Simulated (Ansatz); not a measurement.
# Work function of Zn(0001): what the settings cost and change

Aim: the work function of Zn(0001) against thickness and vacuum, with the cost.

Program: Ansatz 0.2.0. Level of theory: plane-wave DFT, PBE, Ansatz PAW. Values are calculated unless marked as measured.

### 1. The system as given

The cell holds 1 atom: 1 Zn. Cell: a = 2.660 Å, b = 2.660 Å, c = 18.000 Å, α = 90.0°, β = 90.0°, γ = 60.0°. Vacuum lies along c.

### 2. Slab, setting 1 layer

A work function rests on the faint tail of the density, so the SCF threshold is tight. The slab grows from one layer, at fixed mesh and 18 Å of vacuum; then the vacuum is varied on one slab.

input.yaml

```yaml
crystal:
  lattice:
    - [2.66, 0.0, 0.0]
    - [1.33, 2.3036275741, 0.0]
    - [0.0, 0.0, 18.0]
  atoms:
    - { symbol: Zn, position: [0.6666666667, 0.6666666667, 0.5] }
kpoints:
  mp_grid: { grid: [18, 18, 1] }
hamiltonian:
  xc: pbe
scf:
  occupations: { method: fermi_dirac, width: 0.1 }
  convergence: { dr2_threshold: 1.0e-09 }
efield:
  axis: 3
  dipole_correction: true
  ramp_position: 0.97
  ramp_width: 0.06
output:
  write_potential: true
  write_density: true
  volumetric_format: npy
  elf: true
```

On the command line:

```sh
$ ansatz run input.yaml --threads 4 --pin off --max-ram 6144MiB --backend cpu --events-out ev --progress --plain --runs-dir out
```

What it wrote:

```text
Engine: ansatz 0.2.0, aarch64-unknown-linux-gnu
Pseudopotentials: kind: paw
Pseudopotential: Zn, paw, valence charge 12, recommended cutoff 420 eV (normal), Zn.paw.azcp
Functional definition: PBE
  parameter kappa = 0.804
  parameter beta = 0.066725
  exchange = pbe_x(kappa = kappa, mu = beta*pi^2/3)
  correlation = pbe_c(beta = beta)
Crystal: 1 atoms, lattice volume = 110.298 Å³
Basis set: ecut = 420 eV, 2191 PW (Γ)
Bands: 10, of which v1, the nominal top of the filled ones, is band 6 counted from 1 (5 counted from 0)
Symmetry: 12 space group operations
k-points: 37 of 324
Non-local potential: Zn, projectors of the file, l = 0: 2, l = 1: 2, l = 2: 3, l = 3: 1
PAW form: soft (Blöchl's): semilocal exchange-correlation on the pseudo side does not see the compensation charge
PAW one-centre angular grid: Zn, 590 points (default); XC on 64 Gauss nodes
Initial density: superposition of atomic densities (neutral atoms: chi_scale 0, normalization atom), corrected by the library's trained network
Initial wavefunctions: pseudopotential atomic-orbital guess
Functional: x = pbe(κ = 0.804, μ = 0.219515), c = pbe(β = 0.066725)
SCF iter   1: F=—  HF=-3318.689863 eV  |F-HF|=—  |Δ(HF+E_count)|=         —  Δρ=1.16e-3  dr2=8.83e-3  ethr=1.77e-3  p=-0.000 e·Å  D=-5.12e-15 V/Å  ΔV_dip=0.00 eV  dr2_dipole=3.80e-11  V_vac-E_F(+/−)=3.49/3.49 eV  ⟨swp⟩=6.7  Hψ=2608  notcnv=0
efield: sawtooth ramp at fractional position 0.9700 (set: `efield.ramp_position`, or a place that a band, a saddle search or an elastic batch's reference lends), width 0.0600; the density the first Hamiltonian is built on has a dipole p = -0.000 e·Å; the dipole correction subtracts the counter field D = -5.12e-15 V/Å, which shifts the + side's vacuum level by +0.00 eV against the − side's; the planar-averaged density in the ramp window peaks in size at 2.9e-5 e/Å³
preconditioner: auto → LDOS  [metal: Δε(μ)=0.134 eV  Ē_g=11.689 eV  σ=0.100 eV  W_gap=0.31  n_scr=10 (ndim 8)  ℏωp=12.2 eV  f_vac=0.753  D(μ)=0.62/eV (n_scr^D=4)  β→1.0]
SCF iter   2: F=—  HF=-3318.688748 eV  |F-HF|=—  |Δ(HF+E_count)|=   1.11e-3  Δρ=4.38e-4  dr2=5.26e-4  ethr=7.36e-5  p=-0.000 e·Å  D=-1.72e-6 V/Å  ΔV_dip=0.00 eV  dr2_dipole=5.24e-11  V_vac-E_F(+/−)=3.90/3.90 eV  ⟨swp⟩=2.4  Hψ=918  notcnv=0
SCF iter   3: F=—  HF=-3318.689007 eV  |F-HF|=—  |Δ(HF+E_count)|=   2.58e-4  Δρ=7.50e-4  dr2=3.37e-4  ethr=4.39e-6  p=0.000 e·Å  D=2.03e-7 V/Å  ΔV_dip=-0.00 eV  dr2_dipole=2.13e-11  V_vac-E_F(+/−)=3.99/3.99 eV  ⟨swp⟩=2.0  Hψ=713  notcnv=0
SCF iter   4: F=—  HF=-3318.688915 eV  |F-HF|=—  |Δ(HF+E_count)|=   9.21e-5  Δρ=4.50e-4  dr2=1.44e-4  ethr=2.80e-6  p=-0.000 e·Å  D=-1.39e-7 V/Å  ΔV_dip=0.00 eV  dr2_dipole=1.54e-13  V_vac-E_F(+/−)=4.00/4.00 eV  ⟨swp⟩=2.0  Hψ=591  notcnv=0
SCF iter   5: F=—  HF=-3318.688854 eV  |F-HF|=—  |Δ(HF+E_count)|=   6.04e-5  Δρ=1.61e-4  dr2=1.93e-5  ethr=1.20e-6  p=-0.000 e·Å  D=-3.10e-7 V/Å  ΔV_dip=0.00 eV  dr2_dipole=3.93e-12  V_vac-E_F(+/−)=4.01/4.01 eV  ⟨swp⟩=2.1  Hψ=556  notcnv=0
SCF iter   6: F=—  HF=-3318.688846 eV  |F-HF|=—  |Δ(HF+E_count)|=   8.54e-6  Δρ=3.13e-5  dr2=7.83e-7  ethr=1.61e-7  p=0.000 e·Å  D=1.50e-7 V/Å  ΔV_dip=-0.00 eV  dr2_dipole=3.43e-12  V_vac-E_F(+/−)=4.02/4.02 eV  ⟨swp⟩=2.0  Hψ=569  notcnv=0
SCF iter   7: F=—  HF=-3318.688844 eV  |F-HF|=—  |Δ(HF+E_count)|=   1.65e-6  Δρ=3.48e-6  dr2=9.03e-9  ethr=6.53e-9  p=-0.000 e·Å  D=-2.03e-7 V/Å  ΔV_dip=0.00 eV  dr2_dipole=3.63e-12  V_vac-E_F(+/−)=4.02/4.02 eV  ⟨swp⟩=2.0  Hψ=594  notcnv=0
SCF iter   8: F=-3318.688844 eV  HF=-3318.688844 eV  |F-HF|=5.96e-11  |Δ(HF+E_count)|=   3.84e-9  Δρ=3.53e-7  dr2=1.19e-10  ethr=8.33e-12  p=0.000 e·Å  D=1.76e-7 V/Å  ΔV_dip=-0.00 eV  dr2_dipole=3.00e-12  V_vac-E_F(+/−)=4.02/4.02 eV  ⟨swp⟩=5.9  Hψ=1645  notcnv=0
SCF 1 converged in 8 iterations: F = -3318.688844 eV  dr2 = 1.19e-10
  greatest PAW one-centre occupation: 0.983 electrons in one spin orbital (limit 2), on the Zn atom at site 0 (counted from 0), in its partial waves of l = 2
WARN: The output density's exchange-correlation potential varies sharply where the density is thin. Do not read a vacuum level from v_tot or v_xc, or from such a field of the output density. On a cell that repeats whose density bears no net charge and no dipole along the vacuum's axis use v_es (v_loc + v_h of the components); under efield.dipole_correction with no amplitude use v_es + v_field, which holds any externa [...]
SCF converged after 8 iterations
Free energy (F): -3318.688844 eV
Harris-Foulkes:  -3318.688844 eV  (|F-HF|=5.96e-11)
Internal energy: -3318.670888 eV  (E = F + TS)
E sigma→0 (E₀):  -3318.679866 eV
Entropy (-TS):   -0.017956 eV (-17.956 meV/atom)
Fermi energy:    -1.931172 eV
Dipole field:    D = -0.000003 V/Å  (p = -0.000002 e·Å, saw-weighted, corrected)
Work function:   Φ+ = 4.0168 eV   Φ− = 4.0167 eV
Levels:          The Fermi level and band energies are counted from a zero that moves with the ramp; work functions are not
--- Per-component energies (eV) ---
  E_band       = -100.540764
  E_kinetic    = 129.770632
  E_local      = -6891.319056  (includes V_loc(G=0)·N_el)
  E_nonlocal   = 610.671845
  E_hartree    = 3246.734734
  E_xc         = -136.529769
  E_vxc        = -50.920106  (∫ρ·V_xc dr)
  E_paw        = -1825.026566  (= ΣΔE_a)
  E_vpaw       = -392.213884  (= ΣTr[D̂ρ^β])
  E_aug_tail   = -0.000372  (compensation charges beyond the density's cutoff)
  E_efield     = 0.000000  (sawtooth field / dipole correction)
  E_vefield    = 0.000000  (∫n·V_field dr)
  E_ewald      = 1547.027665
  E_smearing   = -0.017956  (= −TS)
  E_closure    = -0.000000  (closes the sum)
  Σ components = -3318.688844   (vs F -3318.688844, Δ=0.00e0)
--- Band table (eV; the first three rows and the last of 37) ---
  k-point 0: bands = ["-10.2417", "-9.0973", "-9.0973", "-8.6779", "-8.6779", "-8.4372", "-2.6964", "1.3142", "2.0651", "2.3626"]
  k-point 1: bands = ["-10.1747", "-9.1087", "-9.0762", "-8.7033", "-8.6815", "-8.4021", "-2.5903", "1.3996", "2.1538", "2.4492"]
  k-point 2: bands = ["-9.9916", "-9.1376", "-9.0151", "-8.7735", "-8.6918", "-8.2836", "-2.2775", "1.6559", "2.4197", "2.7088"]
  k-point 36: bands = ["-9.1079", "-9.1079", "-9.0575", "-9.0575", "-8.8121", "0.7138", "0.7138", "1.1508", "5.7315", "8.1166"]
```

It took 5.1 s on 4 threads of Arm Neoverse N1, shared host; peak memory 0.39 GiB.

Numbers from this step:

```yaml
energy_at_zero_smearing: -3318.6799 eV
work_function_upper_face: 4.017 eV
```

Running mean over 2.468 Å of the planar mean; the ramp of the sawtooth is left out. Electron's electrostatic potential energy less the Fermi level against z:

z (Å), electron's electrostatic potential energy less the Fermi level (eV) and a bar from the least value:
```
     2.88       4.02 ##############################
     3.17       4.02 ##############################
     3.60       4.02 ##############################
     3.89       4.02 ##############################
     4.18       4.01 ##############################
     4.46       4.01 ##############################
     4.90       4.01 ##############################
     5.18       4.00 ##############################
     5.47       3.99 ##############################
     5.90       3.94 ##############################
     6.19       3.87 ##############################
     6.48       3.72 #############################
     6.91       3.20 ############################
     7.20       2.26 #########################
     7.49       0.65 ####################
     7.78      -1.38 ##############
     8.21      -4.24 #####
     8.50      -5.43 #
     8.78      -5.92 
     9.22      -5.92 
     9.50      -5.43 #
     9.79      -4.24 #####
    10.22      -1.38 ##############
    10.51       0.65 ####################
    10.80       2.26 #########################
    11.09       3.20 ############################
    11.52       3.72 #############################
    11.81       3.87 ##############################
    12.10       3.94 ##############################
    12.53       3.99 ##############################
    12.82       4.00 ##############################
    13.10       4.01 ##############################
    13.54       4.01 ##############################
    13.82       4.01 ##############################
    14.11       4.02 ##############################
    14.40       4.02 ##############################
    14.83       4.02 ##############################
    15.12       4.02 ##############################
```

ELF in the ca plane at fractional y = 0.667, with atoms of Zn within 0.2 Å of it. It is the smooth field of the valence electrons, not physical close to the nuclei.

Ten even steps from '0' (0.00) to '9' (0.36), each cell a mean:
```
00000000000000001245532455310000000000000000
00000000000000001245400254310000000000000000
00000000000000001244400154310000000000000000
00000000000000001245410254310000000000000000
00000000000000001245544555310000000000000000
00000000000000001257877786310000000000000000
00000000000000001258999996310000000000000000
00000000000000001257766776310000000000000000
```
Columns run along c (18.0 Å), rows up along a (2.7 Å). Atoms in or near the plane, at fractional coordinates: Zn at (0.50, 0.67).

Electrostatic potential energy in the ca plane at fractional y = 0.667, with atoms of Zn within 0.2 Å of it. With pseudopotentials it is smooth inside the atoms' cores, unlike the true potential.

Ten even steps from '0' (-31 eV) to '9' (2 eV), each cell a mean:
```
99999999999999999998510379999999999999999999
99999999999999999998200058999999999999999999
99999999999999999997100058999999999999999999
99999999999999999998200069999999999999999999
99999999999999999998621489999999999999999999
99999999999999999999877899999999999999999999
99999999999999999999988899999999999999999999
99999999999999999999866799999999999999999999
```
Columns run along c (18.0 Å; values clipped at the 3rd and 97th percentile), rows up along a (2.7 Å). Atoms in or near the plane, at fractional coordinates: Zn at (0.50, 0.67).

Valence density in the ca plane at fractional y = 0.667, with atoms of Zn within 0.2 Å of it. It is the smooth field of the valence electrons, not physical close to the nuclei.

Values in e/Å³, 5 rows by 16 columns, each cell a mean:
```
 0  0  0  0  0  0  0  1  2  0  0  0  0  0  0  0
 0  0  0  0  0  0  0  5 11  0  0  0  0  0  0  0
 0  0  0  0  0  0  0  1  2  0  0  0  0  0  0  0
 0  0  0  0  0  0  0  0  0  0  0  0  0  0  0  0
 0  0  0  0  0  0  0  0  0  0  0  0  0  0  0  0
```
Columns run along c (18.0 Å), rows up along a (2.7 Å). Atoms in or near the plane, at fractional coordinates: Zn at (0.50, 0.67).

The work function is 4.017 eV.

### 3. Slab, 2 atoms

System of this step: Zn(0001). The cell holds 2 atoms: 2 Zn. Its edges and angles: a = 2.660 Å, b = 2.660 Å, c = 20.468 Å, α = 90.0°, β = 90.0°, γ = 60.0°. Vacuum lies along c.

input.yaml, the sections that differ from step 2:

```yaml
crystal:
  lattice:
    - [2.66, 0.0, 0.0]
    - [1.33, 2.3036275741, 0.0]
    - [0.0, 0.0, 20.46848]
  atoms:
    - { symbol: Zn, position: [0.6666666667, 0.6666666667, 0.4397004565] }
    - { symbol: Zn, position: [0.0, 0.0, 0.5602995435] }
output:
  write_potential: true
  write_density: true
  volumetric_format: npy
# kpoints, hamiltonian, scf, efield: as in step 2
```

What it wrote:

```text
[...]
Crystal: 2 atoms, lattice volume = 125.424 Å³
Basis set: ecut = 420 eV, 2487 PW (Γ)
Bands: 16, of which v1, the nominal top of the filled ones, is band 12 counted from 1 (11 counted from 0)
Symmetry: 6 space group operations
k-points: 37 of 324 (time reversal used)
[...]
k-point 0: bands = [... 8 lower, -7.4726, -7.3683, -7.3683, -5.9786, -2.1214, 2.1672, 3.3283, 4.2057]
  k-point 1: bands = [... 8 lower, -7.4783, -7.3857, -7.3694, -5.9192, -2.0062, 2.2504, 3.4161, 4.2928]
  k-point 2: bands = [... 8 lower, -7.4941, -7.4267, -7.3732, -5.7376, -1.6689, 2.5000, 3.6792, 4.5540]
  k-point 36: bands = [... 8 lower, -7.4419, -7.4419, 0.6280, 0.6280, 0.7922, 3.0958, 3.4544, 3.4544]
[key lines of the parts left out:]
SCF converged after 8 iterations
Free energy (F): -6637.771019 eV
Fermi energy:    -0.659887 eV
Dipole field:    D = 0.000002 V/Å  (p = 0.000001 e·Å, saw-weighted, corrected)
Work function:   Φ+ = 4.3447 eV   Φ− = 4.3448 eV
```

Wall time 8.3 s (4 threads); peak memory 0.38 GiB.

The work function is 4.345 eV, +0.328 eV from the run “1 layer”, at 1.6 times its CPU time.

### 4. Slab, 3 atoms

System of this step: Zn(0001). The cell holds 3 atoms: 3 Zn. Cell: a = 2.660 Å, b = 2.660 Å, c = 22.937 Å, α = 90.0°, β = 90.0°, γ = 60.0°. Vacuum lies along c.

input.yaml, the sections that differ from step 3:

```yaml
crystal:
  lattice:
    - [2.66, 0.0, 0.0]
    - [1.33, 2.3036275741, 0.0]
    - [0.0, 0.0, 22.93696]
  atoms:
    - { symbol: Zn, position: [0.0, 0.0, 0.3923798097] }
    - { symbol: Zn, position: [0.6666666667, 0.6666666667, 0.5] }
    - { symbol: Zn, position: [0.0, 0.0, 0.6076201903] }
# kpoints, hamiltonian, scf, efield, output: as in step 3
```

What it wrote:

```text
[...]
Crystal: 3 atoms, lattice volume = 140.550 Å³
Basis set: ecut = 420 eV, 2807 PW (Γ)
Bands: 22, of which v1, the nominal top of the filled ones, is band 18 counted from 1 (17 counted from 0)
Symmetry: 6 space group operations
k-points: 37 of 324 (time reversal used)
[...]
k-point 0: bands = [... 14 lower, -6.1693, -6.1412, -6.1412, -4.1518, -1.3380, 2.3303, 4.3667, 4.7830]
  k-point 1: bands = [... 14 lower, -6.1728, -6.1422, -6.1185, -4.0867, -1.2185, 2.4164, 4.4527, 4.8711]
  k-point 2: bands = [... 14 lower, -6.1829, -6.1453, -5.9945, -3.8904, -0.8699, 2.6739, 4.7105, 5.1349]
  k-point 36: bands = [... 14 lower, -6.1910, 1.2505, 1.5183, 1.5661, 2.4533, 3.0073, 3.3798, 4.8254]
[key lines of the parts left out:]
SCF converged after 9 iterations
Free energy (F): -9956.868960 eV
Fermi energy:    0.724044 eV
Dipole field:    D = 0.000001 V/Å  (p = 0.000001 e·Å, saw-weighted, corrected)
Work function:   Φ+ = 4.1872 eV   Φ− = 4.1873 eV
```

The job ended after 12 s (4 threads; peak memory 0.43 GiB).

The work function is 4.187 eV, -0.158 eV from the run “2 layers”, at 1.7 times its CPU time.

### 5. Slab, 4 atoms

System of this step: Zn(0001). The cell holds 4 atoms: 4 Zn. Cell: a = 2.660 Å, b = 2.660 Å, c = 25.405 Å, α = 90.0°, β = 90.0°, γ = 60.0°. Vacuum lies along c.

input.yaml, the sections that differ from step 4:

```yaml
crystal:
  lattice:
    - [2.66, 0.0, 0.0]
    - [1.33, 2.3036275741, 0.0]
    - [0.0, 0.0, 25.40544]
  atoms:
    - { symbol: Zn, position: [0.6666666667, 0.6666666667, 0.3542548368] }
    - { symbol: Zn, position: [0.0, 0.0, 0.4514182789] }
    - { symbol: Zn, position: [0.6666666667, 0.6666666667, 0.5485817211] }
    - { symbol: Zn, position: [0.0, 0.0, 0.6457451632] }
# kpoints, hamiltonian, scf, efield, output: as in step 4
```

What it wrote:

```text
[...]
Crystal: 4 atoms, lattice volume = 155.676 Å³
Basis set: ecut = 420 eV, 3079 PW (Γ)
Bands: 29, of which v1, the nominal top of the filled ones, is band 24 counted from 1 (23 counted from 0)
Symmetry: 6 space group operations
k-points: 37 of 324 (time reversal used)
[...]
k-point 1: bands = [... 20 lower, -5.0976, -5.0942, -4.7240, -2.7043, -0.4711, 2.5364, 4.9347, 5.8299, ... 1 higher]
  k-point 2: bands = [... 20 lower, -5.1056, -5.1002, -4.4816, -2.5015, -0.1166, 2.8032, 5.1873, 6.0934, ... 1 higher]
  k-point 36: bands = [... 20 lower, 2.1616, 2.1616, 2.3611, 3.0591, 3.0591, 3.3375, 4.6944, 4.7824, ... 1 higher]
[key lines of the parts left out:]
SCF converged after 9 iterations
Free energy (F): -13275.906193 eV
Fermi energy:    1.782962 eV
Dipole field:    D = 0.000000 V/Å  (p = 0.000000 e·Å, saw-weighted, corrected)
Work function:   Φ+ = 4.1010 eV   Φ− = 4.1010 eV
```

The job ended after 18 s (4 threads; peak memory 0.49 GiB; 48 s of CPU time).

The work function is 4.101 eV, -0.086 eV from the run “3 layers”, at 1.5 times its CPU time.

### 6. Run, 5 atoms

System of this step: Zn(0001). The cell holds 5 atoms: 5 Zn. Its edges and angles: a = 2.660 Å, b = 2.660 Å, c = 27.874 Å, α = 90.0°, β = 90.0°, γ = 60.0°. Vacuum lies along c.

input.yaml, the sections that differ from step 5:

```yaml
crystal:
  lattice:
    - [2.66, 0.0, 0.0]
    - [1.33, 2.3036275741, 0.0]
    - [0.0, 0.0, 27.87392]
  atoms:
    - { symbol: Zn, position: [0.0, 0.0, 0.322882465] }
    - { symbol: Zn, position: [0.6666666667, 0.6666666667, 0.4114412325] }
    - { symbol: Zn, position: [0.0, 0.0, 0.5] }
    - { symbol: Zn, position: [0.6666666667, 0.6666666667, 0.5885587675] }
    - { symbol: Zn, position: [0.0, 0.0, 0.677117535] }
# kpoints, hamiltonian, scf, efield, output: as in step 5
```

What it wrote:

```text
[...]
Crystal: 5 atoms, lattice volume = 170.802 Å³
Basis set: ecut = 420 eV, 3399 PW (Γ)
Bands: 36, of which v1, the nominal top of the filled ones, is band 30 counted from 1 (29 counted from 0)
Symmetry: 6 space group operations
k-points: 37 of 324 (time reversal used)
[...]
k-point 1: bands = [... 26 lower, -4.2927, -4.2920, -3.4833, -1.6601, 0.1494, 2.6828, 5.0259, 6.3062, ... 2 higher]
  k-point 2: bands = [... 26 lower, -4.2982, -4.2218, -3.2271, -1.4531, 0.5075, 2.9556, 5.2797, 6.5662, ... 2 higher]
  k-point 36: bands = [... 26 lower, 2.8891, 3.0504, 3.3006, 3.6563, 3.7404, 4.0910, 4.7276, 5.0726, ... 2 higher]
[key lines of the parts left out:]
SCF converged after 10 iterations
Free energy (F): -16594.927874 eV
Fermi energy:    2.746140 eV
Dipole field:    D = -0.000000 V/Å  (p = -0.000000 e·Å, saw-weighted, corrected)
Work function:   Φ+ = 3.9706 eV   Φ− = 3.9706 eV
```

Run time: 26 s. Hardware: 4 threads; peak memory 0.56 GiB.

The work function is 3.971 eV, -0.130 eV from the run “4 layers”, at 1.4 times its CPU time.

### 7. Slab, 6 atoms

System of this step: Zn(0001). The cell holds 6 atoms: 6 Zn. Its edges and angles: a = 2.660 Å, b = 2.660 Å, c = 30.342 Å, α = 90.0°, β = 90.0°, γ = 60.0°. Vacuum lies along c.

input.yaml, the sections that differ from step 6:

```yaml
crystal:
  lattice:
    - [2.66, 0.0, 0.0]
    - [1.33, 2.3036275741, 0.0]
    - [0.0, 0.0, 30.3424]
  atoms:
    - { symbol: Zn, position: [0.6666666667, 0.6666666667, 0.2966146383] }
    - { symbol: Zn, position: [0.0, 0.0, 0.377968783] }
    - { symbol: Zn, position: [0.6666666667, 0.6666666667, 0.4593229277] }
    - { symbol: Zn, position: [0.0, 0.0, 0.5406770723] }
    - { symbol: Zn, position: [0.6666666667, 0.6666666667, 0.622031217] }
    - { symbol: Zn, position: [0.0, 0.0, 0.7033853617] }
# kpoints, hamiltonian, scf, efield, output: as in step 6
```

What it wrote:

```text
[...]
Crystal: 6 atoms, lattice volume = 185.928 Å³
Basis set: ecut = 420 eV, 3695 PW (Γ)
Bands: 44, of which v1, the nominal top of the filled ones, is band 36 counted from 1 (35 counted from 0)
Symmetry: 6 space group operations
k-points: 37 of 324 (time reversal used)
[...]
k-point 1: bands = [... 32 lower, -3.6066, -3.5270, -2.4588, -0.8196, 0.6877, 2.8693, 4.9859, 6.6581, ... 4 higher]
  k-point 2: bands = [... 32 lower, -3.6135, -3.2969, -2.1973, -0.6104, 1.0476, 3.1461, 5.2445, 6.9126, ... 4 higher]
  k-point 36: bands = [... 32 lower, 3.6408, 3.8707, 3.8707, 4.1570, 4.5690, 4.5690, 4.9118, 5.8633, ... 4 higher]
[key lines of the parts left out:]
SCF converged after 10 iterations
Free energy (F): -19913.964232 eV
Fermi energy:    3.322062 eV
Dipole field:    D = -0.000000 V/Å  (p = -0.000000 e·Å, saw-weighted, corrected)
Work function:   Φ+ = 4.1039 eV   Φ− = 4.1039 eV
```

It took 29 s on 4 threads; peak memory 0.65 GiB; 85 s of CPU time.

The work function is 4.104 eV, +0.133 eV from the run “5 layers”, at 1.2 times its CPU time.

[end of part 1 of 2]

[Long decimals in the printed logs are rounded to 6 places.]

[Logs are printed without paths, hosts, clocks, repeated set-up lines and the standing remarks that a program may print on its own settings, such as how far it seeks lower states.]

[Hosts, paths, dates, database ids (printed as entryN), source tags and the programs' standing remarks are cut or masked in the printed files.]

[Maps of the electrostatic potential energy from Ansatz leave out the sawtooth potential of an applied field or a dipole correction, so their vacuum need not be flat; planar profiles and work functions include it.]
